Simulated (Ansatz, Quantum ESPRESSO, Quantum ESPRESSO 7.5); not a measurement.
## Ge chain with one bond drawn out by 2.0 Å: ballistic transmission

Wanted: the transmission near the Fermi level and the conductance of this junction: Ge chain with one bond drawn out by 2.0 Å.

Calculated with Quantum ESPRESSO 7.5; plane-wave DFT, PBE, GBRV ultrasoft pseudopotentials (cross-check by Ansatz 0.2.0 with PAW datasets).

### Step 1. The starting structure

The cell holds 10 atoms: 10 Ge. Its edges and angles: a = 7.500 Å, b = 7.500 Å, c = 25.500 Å, α = 90.0°, β = 90.0°, γ = 90.0°. Regions: left lead, 5 atoms (5 Ge); right lead, 5 atoms (5 Ge). Vacuum lies along a and b. The structure is stacked along c, and the current runs across the ab planes.

### Step 2. Self-consistent run

One periodic cell holds a stretch of lead, the junction and more lead; the atoms stay as built.

Contents of scf.in:

```
&control
  prefix = 'scf'
  outdir = './out'
  pseudo_dir = './pseudo'
  calculation = 'scf'
  tprnfor = .true.
/
&system
  ibrav = 0
  nat = 10
  ntyp = 1
  ecutwfc = 34
  ecutrho = 170
  occupations = 'smearing'
  smearing = 'mv'
  degauss = 0.01
/
&electrons
  conv_thr = 1e-07
  mixing_beta = 0.25
  electron_maxstep = 120
  mixing_mode = 'local-TF'
/
ATOMIC_SPECIES
  Ge  72.6300  ge_pbe_v1.4.uspp.F.UPF
CELL_PARAMETERS angstrom
  7.50000000000000 0.00000000000000 0.00000000000000
  0.00000000000000 7.50000000000000 0.00000000000000
  0.00000000000000 0.00000000000000 25.50000000000000
ATOMIC_POSITIONS crystal
  Ge  0.500000000000 0.500000000000 0.000000000000
  Ge  0.500000000000 0.500000000000 0.092156862745
  Ge  0.500000000000 0.500000000000 0.184313725490
  Ge  0.500000000000 0.500000000000 0.276470588235
  Ge  0.500000000000 0.500000000000 0.368627450980
  Ge  0.500000000000 0.500000000000 0.539215686275
  Ge  0.500000000000 0.500000000000 0.631372549020
  Ge  0.500000000000 0.500000000000 0.723529411765
  Ge  0.500000000000 0.500000000000 0.815686274510
  Ge  0.500000000000 0.500000000000 0.907843137255
K_POINTS automatic
  1 1 3 0 0 0
```

The run is started by

```bash
$ OMP_NUM_THREADS=1 mpirun -n 2 pw.x -nk 1 -in scf.in > scf.out
```

The program printed:

```text
Program PWSCF v.7.5 starts
[citation notice left out]

     Parallel version (MPI & OpenMP), running on       2 processor cores
     Number of MPI processes:                 2
     Threads/MPI process:                     1

     MPI processes distributed on     1 nodes
[...]
Current dimensions of program PWSCF are:
     Max number of different atomic species (ntypx) = 10
     Max number of k-points (npk) =  40000
     Max angular momentum in pseudopotentials (lmaxx) =  4
     Message from routine setup:
     using ibrav=0 with symmetry is DISCOURAGED, use correct ibrav instead

     R & G space division:  proc/nbgrp/npool/nimage =       2
     Subspace diagonalization in iterative solution of the eigenvalue problem:
     a serial algorithm will be used

     Parallelization info
     --------------------
     sticks:   dense  smooth     PW     G-vecs:    dense   smooth      PW
     Min        1354    1088    276               181176   129572   16576
     Max        1355    1089    277               181195   129583   16587
     Sum        2709    2177    553               362371   259155   33163

     Using Slab Decomposition

     bravais-lattice index     =            0
     lattice parameter (alat)  =      14.1729  a.u.
     unit-cell volume          =    9679.6423 (a.u.)^3
     number of atoms/cell      =           10
     number of atomic types    =            1
     number of electrons       =       140.00
     number of Kohn-Sham states=           84
     kinetic-energy cutoff     =      34.0000  Ry
     charge density cutoff     =     170.0000  Ry
     scf convergence threshold =      1.0E-07
     mixing beta               =       0.2500
     number of iterations used =            8  local-TF  mixing
     Exchange-correlation=  SLA  PW   PBX  PBC
                           (   1   4   3   4   0   0   0)

     celldm(1)=  14.172946  celldm(2)=   0.000000  celldm(3)=   0.000000
     celldm(4)=   0.000000  celldm(5)=   0.000000  celldm(6)=   0.000000

     crystal axes: (cart. coord. in units of alat)
               a(1) = (   1.000000   0.000000   0.000000 )
               a(2) = (   0.000000   1.000000   0.000000 )
               a(3) = (   0.000000   0.000000   3.400000 )

     reciprocal axes: (cart. coord. in units 2 pi/alat)
               b(1) = (  1.000000  0.000000  0.000000 )
               b(2) = (  0.000000  1.000000  0.000000 )
               b(3) = (  0.000000  0.000000  0.294118 )

     PseudoPot. # 1 for Ge read from file:
     ./pseudo/ge_pbe_v1.4.uspp.F.UPF
     Pseudo is Ultrasoft + core correction, Zval = 14.0
     Generated by new atomic code, or converted to UPF format
     Using radial grid of  873 points,  6 beta functions with:
                l(1) =   0
                l(2) =   0
                l(3) =   1
                l(4) =   1
                l(5) =   2
                l(6) =   2
     Q(r) pseudized with  8 coefficients,  rinner =    1.400   1.400   1.400
                                                       1.400   1.400

     atomic species   valence    mass     pseudopotential
     Ge               14.00    72.63000     Ge( 1.00)

      8 Sym. Ops. (no inversion) found

   Cartesian axes

     site n.     atom                  positions (alat units)
         1        Ge     tau(   1) = (   0.5000000   0.5000000   0.0000000  )
         2        Ge     tau(   2) = (   0.5000000   0.5000000   0.3133333  )
         3        Ge     tau(   3) = (   0.5000000   0.5000000   0.6266667  )
         4        Ge     tau(   4) = (   0.5000000   0.5000000   0.9400000  )
         5        Ge     tau(   5) = (   0.5000000   0.5000000   1.2533333  )
         6        Ge     tau(   6) = (   0.5000000   0.5000000   1.8333333  )
         7        Ge     tau(   7) = (   0.5000000   0.5000000   2.1466667  )
         8        Ge     tau(   8) = (   0.5000000   0.5000000   2.4600000  )
         9        Ge     tau(   9) = (   0.5000000   0.5000000   2.7733333  )
        10        Ge     tau(  10) = (   0.5000000   0.5000000   3.0866667  )

     number of k points=     2  Marzari-Vanderbilt smearing, width (Ry)=  0.0100
                       cart. coord. in units 2pi/alat
        k(    1) = (   0.0000000   0.0000000   0.0000000), wk =   0.6666667
        k(    2) = (   0.0000000   0.0000000   0.0980392), wk =   1.3333333

     Dense  grid:   362371 G-vectors     FFT dimensions: (  60,  60, 200)

     Smooth grid:   259155 G-vectors     FFT dimensions: (  54,  54, 180)

     Estimated max dynamical RAM per process >     800.61 MB

     Estimated total dynamical RAM >       1.56 GB

     Check: negative core charge=   -0.000002

     Initial potential from superposition of free atoms

     starting charge     139.9913, renormalised to     140.0000

     negative rho (up, down):  2.527E-06 0.000E+00
     Starting wfcs are   90 randomized atomic wfcs

     total cpu time spent up to now is        3.7 secs

     per-process dynamical memory:   209.5 Mb

     Self-consistent Calculation

     iteration #  1     ecut=    34.00 Ry     beta= 0.25
     Davidson diagonalization with overlap
     ethr =  1.00E-02,  avg # of iterations =  2.0

     Threshold (ethr) on eigenvalues was too large:
     Diagonalizing with lowered threshold

     Davidson diagonalization with overlap
     ethr =  3.41E-04,  avg # of iterations =  1.5

     total cpu time spent up to now is       20.3 secs

     total energy              =   -2135.34694816 Ry
     estimated scf accuracy    <       0.49225837 Ry

     iteration #  2     ecut=    34.00 Ry     beta= 0.25
[...]
total energy              =   -2135.28083827 Ry
     estimated scf accuracy    <       0.29558594 Ry

     iteration #  3     ecut=    34.00 Ry     beta= 0.25
[...]
total energy              =   -2135.30175770 Ry
     estimated scf accuracy    <       0.03509061 Ry

     iteration #  4     ecut=    34.00 Ry     beta= 0.25
[...]
total energy              =   -2135.30072134 Ry
     estimated scf accuracy    <       0.16784872 Ry

     iteration #  5     ecut=    34.00 Ry     beta= 0.25
[...]
total energy              =   -2135.29739987 Ry
     estimated scf accuracy    <       0.06731125 Ry

     iteration #  6     ecut=    34.00 Ry     beta= 0.25
[...]
negative rho (up, down):  1.373E-06 0.000E+00

[...]
total energy              =   -2135.29730058 Ry
     estimated scf accuracy    <       0.01211041 Ry

     iteration #  7     ecut=    34.00 Ry     beta= 0.25
[...]
Minimization algorithm failed to find Fermi energy: reverting to bisection
     Possible cause: smearing is larger than the electronic band-gap.

     negative rho (up, down):  2.695E-04 0.000E+00

[...]
total energy              =   -2135.29807022 Ry
     estimated scf accuracy    <       0.00072485 Ry

     iteration #  8     ecut=    34.00 Ry     beta= 0.25
[...]
c_bands:  2 eigenvalues not converged
[...]
Minimization algorithm failed to find Fermi energy: reverting to bisection
     Possible cause: smearing is larger than the electronic band-gap.

     negative rho (up, down):  6.698E-05 0.000E+00

[...]
total energy              =   -2135.29812616 Ry
     estimated scf accuracy    <       0.00053825 Ry

     iteration #  9     ecut=    34.00 Ry     beta= 0.25
[...]
Minimization algorithm failed to find Fermi energy: reverting to bisection
     Possible cause: smearing is larger than the electronic band-gap.

     negative rho (up, down):  1.094E-04 0.000E+00

[...]
total energy              =   -2135.29818405 Ry
     estimated scf accuracy    <       0.00004635 Ry

     iteration # 10     ecut=    34.00 Ry     beta= 0.25
[...]
negative rho (up, down):  2.702E-04 0.000E+00

[...]
total energy              =   -2135.29818733 Ry
     estimated scf accuracy    <       0.00001830 Ry

     iteration # 11     ecut=    34.00 Ry     beta= 0.25
[...]
negative rho (up, down):  1.415E-04 0.000E+00

[...]
total energy              =   -2135.29819054 Ry
     estimated scf accuracy    <       0.00000624 Ry

     iteration # 12     ecut=    34.00 Ry     beta= 0.25
[...]
negative rho (up, down):  1.156E-04 0.000E+00

[...]
total energy              =   -2135.29819094 Ry
     estimated scf accuracy    <       0.00000152 Ry

     iteration # 13     ecut=    34.00 Ry     beta= 0.25
[...]
negative rho (up, down):  1.267E-04 0.000E+00

[...]
total energy              =   -2135.29819125 Ry
     estimated scf accuracy    <       0.00000043 Ry

     iteration # 14     ecut=    34.00 Ry     beta= 0.25
[...]
negative rho (up, down):  1.230E-04 0.000E+00

[...]
total energy              =   -2135.29819129 Ry
     estimated scf accuracy    <       0.00000017 Ry

     iteration # 15     ecut=    34.00 Ry     beta= 0.25
[...]
negative rho (up, down):  1.274E-04 0.000E+00

[...]
End of self-consistent calculation

          k = 0.0000 0.0000 0.0000 ( 32393 PWs)   bands (ev):

   -27.5796 -27.5489 -27.5033 -27.4679 -27.4362 -27.4273 -27.4273 -27.4271
   -27.4271 -27.4243 -27.4241 -27.4241 -27.4240 -27.3760 -27.3760 -27.3747
   -27.3747 -27.3620 -27.3620 -27.3618 -27.3618 -27.3061 -27.3061 -27.2562
   -27.1967 -27.1967 -27.1899 -27.1898 -27.1744 -27.1741 -27.0569 -27.0569
   -27.0468 -27.0466 -27.0466 -27.0464 -27.0458 -27.0425 -27.0425 -26.9732
   -26.8595 -26.8595 -26.8593 -26.8593 -26.8515 -26.8515 -26.8514 -26.8513
   -26.8458 -26.8438 -12.6351 -12.4425 -12.1362 -11.6752 -11.2541 -10.5654
    -9.7714  -8.7791  -7.7567  -6.4190  -5.4259  -3.8095  -3.8095  -3.7570
    -3.6205  -3.6205  -3.3271  -3.3271  -2.8746  -2.8746  -2.5517  -2.4938
    -2.4938  -1.7819  -1.7819  -1.0864  -1.0864  -0.5627  -0.1787  -0.1787
     0.3993   0.5063   0.5063   0.7565

          k = 0.0000 0.0000 0.0980 ( 32410 PWs)   bands (ev):

   -27.5793 -27.5486 -27.5026 -27.4683 -27.4360 -27.4274 -27.4274 -27.4271
   -27.4271 -27.4244 -27.4241 -27.4241 -27.4241 -27.3761 -27.3761 -27.3747
   -27.3747 -27.3621 -27.3620 -27.3619 -27.3618 -27.3061 -27.3061 -27.2563
   -27.1968 -27.1968 -27.1898 -27.1897 -27.1745 -27.1742 -27.0570 -27.0570
   -27.0468 -27.0467 -27.0467 -27.0464 -27.0458 -27.0425 -27.0425 -26.9732
   -26.8595 -26.8595 -26.8594 -26.8594 -26.8516 -26.8515 -26.8515 -26.8512
   -26.8457 -26.8441 -12.6347 -12.4442 -12.1320 -11.6856 -11.2381 -10.5853
    -9.7442  -8.8185  -7.6990  -6.5167  -5.2929  -3.9350  -3.8078  -3.8078
    -3.6276  -3.6276  -3.3101  -3.3101  -2.9104  -2.9104  -2.4452  -2.4452
    -2.3084  -1.8366  -1.8366  -1.0165  -1.0165  -0.9210  -0.2690  -0.2690
     0.5988   0.5988   0.6908   0.7885

     the Fermi energy is    -2.7707 ev

!    total energy              =   -2135.29819114 Ry
     estimated scf accuracy    <          6.6E-09 Ry
     smearing contrib. (-TS)   =       0.00332987 Ry
     internal energy E=F+TS    =   -2135.30152101 Ry

     The total energy is F=E-TS. E is the sum of the following terms:
     one-electron contribution =   -2804.55897701 Ry
     hartree contribution      =    1476.06419774 Ry
     xc contribution           =    -581.15228847 Ry
     ewald contribution        =    -225.65445327 Ry

     convergence has been achieved in  15 iterations

     negative rho (up, down):  1.274E-04 0.000E+00

     Forces acting on atoms (cartesian axes, Ry/au):

     atom    1 type  1   force =     0.00000000    0.00000000    0.03043810
     atom    2 type  1   force =     0.00000000    0.00000000    0.00402053
     atom    3 type  1   force =     0.00000000    0.00000000    0.01220580
     atom    4 type  1   force =     0.00000000    0.00000000    0.01280374
     atom    5 type  1   force =     0.00000000    0.00000000   -0.03418587
     atom    6 type  1   force =     0.00000000    0.00000000    0.03416585
     atom    7 type  1   force =     0.00000000    0.00000000   -0.01281399
     atom    8 type  1   force =     0.00000000    0.00000000   -0.01219807
     atom    9 type  1   force =     0.00000000    0.00000000   -0.00401084
     atom   10 type  1   force =     0.00000000    0.00000000   -0.03042527

     Total force =     0.069615     Total SCF correction =     0.000195

[...]
=------------------------------------------------------------------------------=
   JOB DONE.
=------------------------------------------------------------------------------=
```

Elapsed: 2.4 min, on 2 MPI ranks of Arm Neoverse V1, shared host; peak memory 1.6 GiB; 4.8 min of CPU time.

This step gave:

```
free energy  : -29052.2119 eV
Fermi energy : -2.771 eV
```

The program's own clock; routines nest. Time by routine:

| routine | wall time (s) | calls |
| --- | --- | --- |
| PWSCF | 144.5 | 1 |
| electrons | 138.7 | 1 |
| c_bands | 87.88 | 16 |
| cegterg | 86.14 | 32 |
| h_psi | 57.31 | 147 |
| fftw | 49.65 | 14474 |
| vloc_psi | 42.99 | 147 |
| sum_band | 25.13 | 16 |
| mix_rho | 13.26 | 16 |
| newd | 10.88 | 16 |
| calbec | 10.71 | 187 |
| ffts | 8.5 | 1754 |
| h_psi:calbec | 6.89 | 147 |
| add_vuspsi | 6.81 | 147 |

The run needed 15 iterations to bring the estimated error under 1e-07 Ry; the largest force on any atom, held or free, is 0.88 eV/Å.

(Continued in part 2 of 4.)

[Logs are printed without paths, hosts, clocks, repeated set-up lines and the standing remarks that a program may print on its own settings, such as how far it seeks lower states.]

[Hosts, paths, dates, database ids (printed as entryN), source tags and the programs' standing remarks are cut or masked in the printed files.]

[Maps of the electrostatic potential energy from Ansatz leave out the sawtooth potential of an applied field or a dipole correction, so their vacuum need not be flat; planar profiles and work functions include it.]
